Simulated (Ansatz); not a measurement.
# YIn (Pm-3m): phonons and vibrational spectra, part 2 of 2

Wanted: phonon frequencies of YIn (Pm-3m) and what follows from them.

Ansatz 0.2.0; DFT PBEsol, scalar-relativistic, plane waves, PAW; PAW set soft_1.

So far. Step 3 (Relaxing to small forces for the phonons): The forces vanish by symmetry and the pressure is 0.000 GPa, within the tolerances set. The cell now holds 25.44 Å³/atom. Step 4 (Modes at Γ): Before it was imposed, the acoustic sum rule was missed by 7.4e-5 eV/Å². Small misses are needed for a sound result but don't prove that mesh and cutoff are converged. The lowest optical mode is real, 133 cm⁻¹. The relaxed cell has a = 3.706 Å (conventional setting).

**5. Response at finite wavevector**

Stability and thermal properties need the whole zone. Linear response on a 4×4×4 q mesh gives force constants as far as a supercell of that size would.

Contents of input.yaml:

```yaml
crystal:
  lattice:
    - [3.705579302, 0.0, 0.0]
    - [0.0, 3.705579302, 0.0]
    - [0.0, 0.0, 3.705579302]
  atoms:
    - { symbol: "Y", position: [0.5, 0.5, 0.5] }
    - { symbol: In, position: [0.0, 0.0, 0.0] }
kpoints:
  mp_grid: { grid: [12, 12, 12] }
hamiltonian:
  xc: pbesol
  pseudopotentials: { kind: paw, azcp: { folder: soft_1 }, xc_functional: pbe }
scf:
  occupations: { method: methfessel_paxton, width: 0.2 }
output:
  eigenvalues: true
phonons:
  method: dfpt
  qmesh: [4, 4, 4]
  temperatures: { t_max: 1000, t_step: 50 }
  qpath:
    path:
      - [[0.0, 0.0, 0.0], [0.0, 0.5, 0.0], [0.5, 0.5, 0.0], [0.0, 0.0, 0.0], [0.5, 0.5, 0.5], [0.0, 0.5, 0.0]]
      - [[0.5, 0.5, 0.5], [0.5, 0.5, 0.0]]
    npoints: 10
```

Command:

```
> ansatz run input.yaml --threads 4 --pin off --max-ram 10240MiB --backend cpu --events-out ev --progress --plain --runs-dir out
```

Numbers of over 12 decimals in the logs are rounded to 6 here.

The log of the run:

```text
[...]
Crystal: 2 atoms, lattice volume = 50.882 Å³
Basis set: ecut = 420 eV, 1021 PW (Γ), exchange–correlation on 50×50×50 points (8 copies of the dense FFT grid, shifted against one another)
Bands: 16, of which v1, the nominal top of the filled ones, is band 12 counted from 1 (11 counted from 0)
Symmetry: 48 space group operations
k-points: 84 of 1728
[...]
SCF iter   1: F=—  HF=-9322.118912 eV  |F-HF|=—  |Δ(HF+E_count)|=         —  Δρ=3.59e-2  dr2=1.15e0  ethr=3.10e-3  ⟨swp⟩=5.1  Hψ=6336  notcnv=0
[...]
SCF iter   9: F=-9321.680276 eV  HF=-9321.680276 eV  |F-HF|=0.00e0  |Δ(HF+E_count)|=  9.82e-11  S|Δr|=    0.00e0  Δρ=1.18e-7  dr2=4.28e-12  ethr=1.00e-12  ⟨swp⟩=5.9  Hψ=5837  notcnv=0
SCF 1 converged in 9 iterations: F = -9321.680276 eV  dr2 = 4.28e-12
[...]
SCF iter   3: F=-9321.680276 eV  HF=-9321.680276 eV  |F-HF|=1.27e-11  |Δ(HF+E_count)|=  9.09e-12  S|Δr|=    0.00e0  Δρ=1.75e-7  dr2=9.91e-12  ethr=1.00e-12  ⟨swp⟩=2.4  Hψ=3798  notcnv=0
SCF 2 converged in 3 iterations: F = -9321.680276 eV  dr2 = 9.91e-12
phonons: the bands overlap, so this run is a metal and interpolates without the dipole-dipole term. If the crystal is really an insulator or semiconductor, its LO-TO splitting is missing
NSCF: frozen V_eff on 84 k-points
[...]
DFPT response loops at q = (0, 0, 0) (fractional): preconditioner auto → Kerker (q_TF=auto, 2.407 Å⁻¹) (partly filled bands, converged f_vac=0.000); β = 1.00, the filter's whole step (`scf.mixing.beta` (0.50) is not read by the response loops under this deck's `scf.mixing.preconditioner`; to damp them name `kerker` or `kerker_dos`, under which they read `scf.mixing.beta`, and type it under 1.00, their step now; both keys bind the ground state too); Broyden in place of MSR1
[...]
SCF converged after 9 iterations
[...]
Free energy (F): -9321.680276 eV
[...]
Internal energy: -9321.680983 eV  (E = F + TS)
E sigma→0 (E₀):  -9321.680453 eV
Entropy (-TS):   0.000707 eV (0.353 meV/atom)
Fermi energy:    11.732468 eV
[...]
--- Band table (eV; the first three rows and the last of 84) ---
  k-point 0: bands = [... 8 lower, -2.5695, 3.5027, 11.3631, 11.3631, 14.8203, 14.8203, 14.8203, 15.3490]
  k-point 1: bands = [... 8 lower, -2.5689, 3.5962, 11.2711, 11.3886, 14.2903, 14.2903, 14.5495, 15.3516]
  k-point 2: bands = [... 8 lower, -2.5672, 3.8715, 10.8564, 11.4608, 13.6489, 13.6489, 14.2761, 15.3585]
  k-point 83: bands = [... 8 lower, -2.4339, 9.1096, 9.1096, 9.1096, 9.2467, 15.6550, 15.6550, 15.6550]
--- Phonons (Γ-DFPT): 2 representative perturbations + reference (Σ response iterations 6) ---
  ASR residual: 6.592e-5 → 0.000e0 eV/Å²; symmetrization residual: 3.620e-5 eV/Å²
  ASR residual per site (eV/Å²): 5.36e-5 6.59e-5
  Γ frequencies (cm⁻¹): 0.00 0.00 0.00 132.90 132.90 132.90
--- Phonons (arbitrary-q DFPT): 10 irreducible q on the 4×4×4 mesh ---
  q = [0.0000, 0.0000, 0.0000] (star 1, of the zone-centre solve; hermiticity 2.22e-5, symmetrization 4.19e-12): -0.00 -0.00 0.00 132.90 132.90 132.90
  q = [0.0000, 0.0000, 0.2500] (star 6, 4 solved perturbations in 1848 linear systems a pass and spin channel, the states on 588 of 1728 k-point pairs; hermiticity 4.96e-6, symmetrization 5.17e-13): 58.74 58.74 70.62 125.16 125.16 148.69
[...]
q = [0.0000, 0.2500, -0.5000] (star 12, 6 solved perturbations on 588 of 1728 k-point pairs; hermiticity 7.53e-6, symmetrization 3.58e-14): 63.95 69.79 92.39 98.67 162.91 174.73
[...]
sum rule: each row above includes the acoustic sum rule's correction from the zone centre's row sums; it moved no ω² by more than (0.40 cm⁻¹)²
  mesh force constants: q→R imaginary residual 4.17e-18; ASR residual 6.592e-5 → 0.000e0 eV/Å²; symmetrization residual 4.441e-15 eV/Å²
  interpolated dispersion: 62 rows × 6 modes
  density of states and harmonic sums: on the 20×20×20 q-mesh, interpolated from the force constants of a 4×4×4 supercell (no non-analytic term)
  largest difference from the sums on the solved wave vectors: F 1.25e-2 eV, S 1.65e-5 and C_V 4.01e-6 eV/K
  zero-point energy: 0.040653 eV/cell   skipped modes (ω ≤ 0): 3   left out of the sums: 6.25e-5 of the cell's modes: C_V's classical limit lies that fraction below 3 k_B per atom; for a crystal, a wire or a layer, F and S can be off by more, and a phonons.interpolated_qmesh denser along its periods is the remedy for the sampling
```

Wall time 6.6 min (4 threads of Arm Neoverse V1, shared host); peak memory 2.1 GiB; 26 min of CPU time.

Numbers from this step:

- sum-rule residual before enforcement: 6.59e-5 eV/Å²
- lowest frequency on the path: 0 cm⁻¹
- highest frequency on the path or at a solved wavevector: 187.7 cm⁻¹
- mean frequency: 109.3 cm⁻¹
- Debye temperature (second moment): 219 K
- logarithmic mean frequency: 99 cm⁻¹
- lowest mode on the q mesh (acoustic modes at Γ apart): 25.43 cm⁻¹
- zero-point energy per atom: 20.33 meV
- heat capacity at 300 K: 24.29 J/(mol atoms K)
- vibrational entropy at 300 K: 43.85 J/(mol atoms K)

Frequencies (cm⁻¹) solved at each irreducible wavevector; negative means imaginary. Frequencies by wavevector, by row:

| q in reciprocal lattice units | star | mode 1 | mode 2 | mode 3 | mode 4 | mode 5 | mode 6 |
| --- | --- | --- | --- | --- | --- | --- | --- |
| 0 0 0 | 1 | 0 | 0 | 0 | 132.9 | 132.9 | 132.9 |
| 0 0 0.25 | 6 | 58.7 | 58.7 | 70.6 | 125.2 | 125.2 | 148.7 |
| 0 0 -0.5 | 3 | 90.3 | 90.3 | 109.9 | 109.9 | 114 | 158.8 |
| 0 0.25 0.25 | 12 | 25.4 | 73 | 102.8 | 116.1 | 133.6 | 163.2 |
| 0 0.25 -0.5 | 12 | 64 | 69.8 | 92.4 | 98.7 | 162.9 | 174.7 |
| 0 -0.5 -0.5 | 3 | 30.1 | 30.1 | 92.6 | 96.4 | 187.7 | 187.7 |
| 0.25 0.25 0.25 | 8 | 61.9 | 61.9 | 84.4 | 149.2 | 152.5 | 152.5 |
| 0.25 0.25 -0.5 | 12 | 50.2 | 74.7 | 96.1 | 127.4 | 161.5 | 175.9 |
| 0.25 -0.5 -0.5 | 6 | 75 | 75 | 107.3 | 129.6 | 174.7 | 174.7 |
| -0.5 -0.5 -0.5 | 1 | 124.3 | 124.3 | 124.3 | 147.4 | 147.4 | 147.4 |

Interpolated from a 4×4×4 q mesh. The phonon branches at the labelled points (cm⁻¹):

| point | branch 1 | branch 2 | branch 3 | branch 4 | branch 5 | branch 6 |
| --- | --- | --- | --- | --- | --- | --- |
| Γ | 0 | 0 | 0 | 133 | 133 | 133 |
| halfway | 59 | 59 | 71 | 125 | 125 | 149 |
| X | 90 | 90 | 110 | 110 | 114 | 159 |
| halfway | 64 | 70 | 92 | 99 | 163 | 175 |
| M | 30 | 30 | 93 | 96 | 188 | 188 |
| halfway | 25 | 73 | 103 | 116 | 134 | 163 |
| Γ | 0 | 0 | 0 | 133 | 133 | 133 |
| halfway | 62 | 62 | 84 | 149 | 152 | 152 |
| R | 124 | 124 | 124 | 147 | 147 | 147 |
| halfway | 50 | 75 | 96 | 127 | 162 | 176 |
| X | 90 | 90 | 110 | 110 | 114 | 159 |
| jump to R | 124 | 124 | 124 | 147 | 147 | 147 |
| halfway | 75 | 75 | 107 | 130 | 175 | 175 |
| M | 30 | 30 | 93 | 96 | 188 | 188 |

The phonon branches as a text plot (rows in cm⁻¹):

```
    184 |            *****                                    ***
    176 |           **   **                        ***       *
    168 |         ***     ***              **     *   **    *
    160 |      ***           *           **      ****   ** *
    153 |   ***    *       ** *         ******  *    *    *
    145 |         *            *     ***      *****   *   **
    137 |***                 *  ** **              *   *    *
    129 |****                  ******  *            *   *    *
    121 |    **  *            *      **      ****    *    *
    113 |      **            *               *  **    **** ** *
    106 |        ***      ****              *    ***         * *
     98 |     *     ******    *      ***         *  *   *  *  ***
     90 |      ****** *******              **     *  *****  *
     82 |    *    *        **           *         **  **
     74 |   * *    *      *  * *         ***        **       *
     66 |    *                *     *              *  *
     59 |   *       *    *              *
     51 |           **         **      *            **        *
     43 |  *         ** *            **                        *
     35 |  *          *  **     *  *                            *
     27 | *            **  ***   *  *
     20 |                     *  *
     12 |*                     *   *
      4 |                       ***
         Γ      X      M          Γ            R        X|R     M
```

The phonon density of states has structure finer than the step of the table below, so its rows give means over 10 cm⁻¹, whole bins alone (the curve runs from 1 to 189 cm⁻¹). Peaks (cm⁻¹: height): 49.0: 0.0445, 75.0: 0.0574, 91.0: 0.0708, 121.0: 0.0488, 169.0: 0.0585.

Tetrahedra on a 20×20×20 mesh, mean over bins of 2 cm-1. Interpolated from a 4×4×4 q mesh. Phonon density of states against wavenumber; means over each step:

| wavenumber (cm⁻¹) | phonon density of states (1/cm⁻¹/cell) |
| --- | --- |
| 10 | 0.00101 |
| 20 | 0.00381 |
| 30 | 0.0108 |
| 40 | 0.0245 |
| 50 | 0.0376 |
| 60 | 0.0311 |
| 70 | 0.0435 |
| 80 | 0.0441 |
| 90 | 0.0599 |
| 100 | 0.0465 |
| 110 | 0.0278 |
| 120 | 0.0407 |
| 130 | 0.0383 |
| 140 | 0.0274 |
| 150 | 0.0263 |
| 160 | 0.0459 |
| 170 | 0.0571 |
| 180 | 0.0312 |

The partial phonon density of states has structure finer than the step of the table below, so its rows give means over 5 cm⁻¹, whole bins alone (the curve runs from -10 to 203 cm⁻¹). Peaks (cm⁻¹: height): In 46.2: 0.0250, 75.7: 0.0412, 90.4: 0.0556, 164.0: 0.0176; Y 47.6: 0.0146, 75.7: 0.0188, 121.2: 0.0371, 164.0: 0.0411.

Phonopy on the run's constants, 15x15x15 mesh, Gaussian sigma 2.0 cm-1. Interpolated from a 4×4×4 q mesh. Partial phonon density of states against wavenumber; means over each step; values in 1/cm⁻¹/cell:

| wavenumber (cm⁻¹) | In | Y |
| --- | --- | --- |
| -5 | 1.5e-5 | 1.1e-5 |
| 0 | 1.8e-4 | 1.4e-4 |
| 5 | 3.3e-4 | 2.4e-4 |
| 10 | 3.6e-4 | 2.3e-4 |
| 15 | 0.00116 | 8.0e-4 |
| 20 | 0.00338 | 0.00222 |
| 25 | 0.00339 | 0.00202 |
| 30 | 0.00588 | 0.00326 |
| 35 | 0.0140 | 0.00783 |
| 40 | 0.0142 | 0.00773 |
| 45 | 0.0209 | 0.0117 |
| 50 | 0.0235 | 0.0143 |
| 55 | 0.0220 | 0.0128 |
| 60 | 0.0182 | 0.00987 |
| 65 | 0.0240 | 0.0127 |
| 70 | 0.0260 | 0.0126 |
| 75 | 0.0373 | 0.0170 |
| 80 | 0.0296 | 0.0118 |
| 85 | 0.0377 | 0.0110 |
| 90 | 0.0514 | 0.0119 |
| 95 | 0.0426 | 0.0112 |
| 100 | 0.0373 | 0.0127 |
| 105 | 0.0178 | 0.0129 |
| 110 | 0.00946 | 0.0202 |
| 115 | 0.00881 | 0.0224 |
| 120 | 0.0111 | 0.0327 |
| 125 | 0.0104 | 0.0305 |
| 130 | 0.0106 | 0.0283 |
| 135 | 0.00758 | 0.0216 |
| 140 | 0.00821 | 0.0221 |
| 145 | 0.00662 | 0.0174 |
| 150 | 0.00878 | 0.0189 |
| 155 | 0.0101 | 0.0212 |
| 160 | 0.0136 | 0.0319 |
| 165 | 0.0169 | 0.0394 |
| 170 | 0.0166 | 0.0395 |
| 175 | 0.0150 | 0.0352 |
| 180 | 0.00977 | 0.0211 |
| 185 | 0.00468 | 0.00934 |
| 190 | 6.3e-4 | 0.00122 |
| 195 | 3.0e-6 | 7.3e-6 |
| 200 | 0 | 0 |

Second derivatives of the energy by pair, one row for each kind of neighbour of each atom listed. Each entry sums the pair over the periodic images of the supercell that the q mesh stands for, and in a polar crystal it holds the long-range dipole part too. Force constants by pair, by row:

| atom | neighbour | distance (Å) | third of the trace (eV/Å²) | along the pair's line (eV/Å²) |
| --- | --- | --- | --- | --- |
| Y1 | itself | 0 | 5.582 | – |
| Y1 | In | 3.209 | -0.436 | -1.889 |
| Y1 | Y | 3.706 | -0.2959 | -1.082 |
| Y1 | Y | 5.24 | -0.0274 | -0.0036 |
| Y1 | In | 6.145 | 0.009 | 0.0628 |
| Y1 | Y | 6.418 | -0.0312 | -0.0382 |
| Y1 | Y | 7.411 | 4.00e-4 | 0.0374 |
| In2 | itself | 0 | 4.507 | – |
| In2 | Y | 3.209 | -0.436 | -1.889 |
| In2 | In | 3.706 | -0.2231 | -0.5324 |
| In2 | In | 5.24 | 0.0139 | -0.1016 |
| In2 | Y | 6.145 | 0.009 | 0.0628 |
| In2 | In | 6.418 | -0.0132 | 0.0264 |
| In2 | In | 7.411 | 0.0242 | 0.0339 |

Harmonic thermodynamic functions per atom, from the density of states. Interpolated from a 4×4×4 q mesh. Thermodynamic functions, by row:

| T (K) | F_vib (meV/atom) | S (J/mol-atom/K) | C_V (J/mol-atom/K) |
| --- | --- | --- | --- |
| 0 | 20.33 | 0 | 0 |
| 50 | 19.03 | 7.403 | 12.29 |
| 100 | 12.13 | 18.82 | 20.04 |
| 200 | -16.02 | 34.14 | 23.53 |
| 300 | -56.75 | 43.85 | 24.29 |
| 400 | -106 | 50.88 | 24.57 |
| 500 | -161.7 | 56.38 | 24.7 |
| 600 | -222.6 | 60.9 | 24.78 |
| 700 | -287.7 | 64.72 | 24.82 |
| 800 | -356.5 | 68.03 | 24.85 |
| 900 | -428.6 | 70.96 | 24.87 |
| 1000 | -503.5 | 73.58 | 24.88 |

Harmonic mean-square displacement, third of the trace. Interpolated from a 4×4×4 q mesh. Mean square displacements, by row:

| T (K) | Y1 U_eq (Å²) | In2 U_eq (Å²) |
| --- | --- | --- |
| 0 | 0.00191 | 0.00192 |
| 100 | 0.005 | 0.00574 |
| 300 | 0.01387 | 0.01633 |
| 600 | 0.02751 | 0.03248 |

Symmetry leaves 10 wavevectors to solve. The lowest mode among them, the acoustic zeros apart, lies at q = (0, 0.25, 0.25) and is real, 25.4 cm⁻¹.

**6. Isotope substitution**

An isotope changes the mass and not the force constants, so no new electronic calculation is needed; the shifts show which modes move this element.

The same force constants with the mass of In changed from 114.818 to 112.904 u (phonopy, no LO-TO term). Both lists are sorted by frequency; levels can cross, so a row need not hold one and the same mode. Modes under 3 cm⁻¹ are left out. Isotope shifts, by row:

| q | rank | natural mass (cm⁻¹) | changed mass (cm⁻¹) |
| --- | --- | --- | --- |
| 0 0 0 | 4 | 132.9 | 133.4 |
| 0 0 0 | 5 | 132.9 | 133.4 |
| 0 0 0 | 6 | 132.9 | 133.4 |
| 0 0 0.25 | 1 | 58.74 | 59.06 |
| 0 0 0.25 | 2 | 58.74 | 59.06 |
| 0 0 0.25 | 3 | 70.62 | 71.03 |
| 0 0 0.25 | 4 | 125.2 | 125.5 |
| 0 0 0.25 | 5 | 125.2 | 125.5 |
| 0 0 0.25 | 6 | 148.7 | 149.1 |
| 0 0 -0.5 | 1 | 90.3 | 91.07 |
| 0 0 -0.5 | 2 | 90.3 | 91.07 |
| 0 0 -0.5 | 3 | 109.9 | 109.9 |
| 0 0 -0.5 | 4 | 109.9 | 109.9 |
| 0 0 -0.5 | 5 | 114 | 115 |
| 0 0 -0.5 | 6 | 158.8 | 158.8 |
| 0 0.25 0.25 | 1 | 25.43 | 25.57 |
| 0 0.25 0.25 | 2 | 73.01 | 73.41 |
| 0 0.25 0.25 | 3 | 102.8 | 103.6 |
| 0 0.25 0.25 | 4 | 116.1 | 116.5 |
| 0 0.25 0.25 | 5 | 133.6 | 133.7 |
| 0 0.25 0.25 | 6 | 163.2 | 163.7 |

A mode of this element alone would shift by +0.84 %. The highest zone-centre frequency without the field goes from 132.9 to 133.4 cm⁻¹ (+0.4 %). The product of the frequency ratios over all optical modes at Γ is 1.011; the product rule, (m/m′)^(3k/2) (M′/M)^(3/2) with k = 1 such atoms and M the mass of the cell, gives 1.011.

**7. Summary of results**

| Quantity | Value |
| --- | --- |
| space group after relaxation (within 0.01 Å) | Pm-3m |
| volume per atom | 25.4 Å³ |
| electronic character | no gap on this mesh |
| highest optical mode at the zone centre (no LO-TO term) | 133 cm⁻¹ |
| lowest optical zone-centre mode | 133 cm⁻¹ |
| lowest mode on the q mesh (acoustic modes at Γ apart) | 25.4 cm⁻¹ |
| highest frequency on the path or at a solved wavevector | 188 cm⁻¹ |
| zero-point energy per atom | 20.3 meV |
| heat capacity at 300 K | 24.3 J/(mol atoms K) |
| vibrational entropy at 300 K | 43.9 J/(mol atoms K) |
| Debye temperature (second moment) | 219 K |
| imaginary modes on the 4×4×4 q mesh | none |

The structure is a minimum as far as tested: no mode is imaginary at the 10 irreducible wavevectors of the 4×4×4 mesh, and the softest away from the acoustic zeros lies at 25 cm⁻¹. The optical modes at Γ form one degenerate level at 133 cm⁻¹. With no gap, or one that is small against the smearing, the frequencies hang on the k mesh and the smearing, most of all near Kohn anomalies. The PAW files were made for PBE and serve the other functionals too. These are harmonic frequencies at zero temperature: anharmonic shifts, linewidths and thermal expansion are left out.

[Logs are printed without paths, hosts, clocks, repeated set-up lines and the standing remarks that a program may print on its own settings, such as how far it seeks lower states.]

[Hosts, paths, dates, database ids (printed as entryN), source tags and the programs' standing remarks are cut or masked in the printed files.]
